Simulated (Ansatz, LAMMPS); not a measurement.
# What went wrong? liquid mixture of hexane and H2O at 300 K (232 atoms)

Program: Ansatz 0.2.0. The cell: 66 C, 162 H and 4 O.

File input.yaml:

```yaml
crystal:
  lattice:
    - [13.5822, 0.0, 0.0]
    - [0.0, 13.5822, 0.0]
    - [0.0, 0.0, 13.5822]
  atoms:
    - { symbol: C, position: [0.71082, 0.33027, 0.26015] }
    - { symbol: C, position: [0.62825, 0.40085, 0.24038] }
    - { symbol: C, position: [0.52872, 0.35286, 0.27616] }
    - { symbol: C, position: [0.44382, 0.43055, 0.2714] }
    - { symbol: C, position: [0.35028, 0.36904, 0.26668] }
    - { symbol: C, position: [0.26785, 0.43425, 0.28432] }
    - { symbol: H, position: [0.78305, 0.37094, 0.26946] }
    - { symbol: H, position: [0.71534, 0.27569, 0.2015] }
    - { symbol: H, position: [0.69452, 0.28791, 0.32804] }
    - { symbol: H, position: [0.63776, 0.47111, 0.2771] }
    - { symbol: H, position: [0.62505, 0.42198, 0.16324] }
    - { symbol: H, position: [0.54692, 0.33557, 0.34898] }
    - { symbol: H, position: [0.51065, 0.28697, 0.23314] }
    - { symbol: H, position: [0.45072, 0.47966, 0.33518] }
    - { symbol: H, position: [0.45306, 0.46864, 0.2003] }
    - { symbol: H, position: [0.35384, 0.30515, 0.31702] }
    - { symbol: H, position: [0.3462, 0.3353, 0.19566] }
    - { symbol: H, position: [0.26915, 0.49003, 0.23296] }
    [... 208 atom lines left out ...]
    - { symbol: O, position: [0.89225, 0.1609, 0.85951] }
    - { symbol: H, position: [0.85179, 0.21045, 0.89596] }
    - { symbol: H, position: [0.94249, 0.13204, 0.90494] }
    - { symbol: O, position: [0.59588, 0.14925, 0.82938] }
    - { symbol: H, position: [0.5825, 0.09758, 0.88009] }
    - { symbol: H, position: [0.65706, 0.13194, 0.79226] }
kpoints:
  mp_grid: { grid: [2, 1, 1] }
hamiltonian:
  xc: hse06
  dispersion: d4
scf:
  occupations: { method: fixed }
  eigensolver: { kind: { support_functions: { accuracy: low } } }
  max_iter: 75
output:
  forces: true
```

Run with:

```sh
> ansatz run input.yaml --threads 8 --pin off --max-ram 15872MiB --backend cpu --events-out ev --progress --plain --runs-dir out
```

The program printed:

```text
Error: scf.eigensolver.kind.support_functions with hamiltonian.xc: <hybrid> without kpoints.mp_grid.grid: [1, 1, 1] (or any other sampling of one point, a kspacing among them) — on support functions exact exchange is summed at the zone centre alone; use one point without a shift, or scf.eigensolver.kind: auto
```

Elapsed: 0.02 s, on 8 threads of Intel Xeon 6975P-C (Granite Rapids), shared host; peak memory 0.039 GiB.

What is at fault here, and what would mend it?

A hybrid on a k-mesh with support functions: basis.ecutwfc removed, hamiltonian.xc = "hse06", kpoints.mp_grid.grid = [2, 1, 1] and support_functions.accuracy = "low".

The fix is to run the hybrid at Γ alone.

The program refused it before any cycle.

[Logs are printed without paths, hosts, clocks, repeated set-up lines and the standing remarks that a program may print on its own settings, such as how far it seeks lower states.]

[Hosts, paths, dates, database ids (printed as entryN), source tags and the programs' standing remarks are cut or masked in the printed files.]
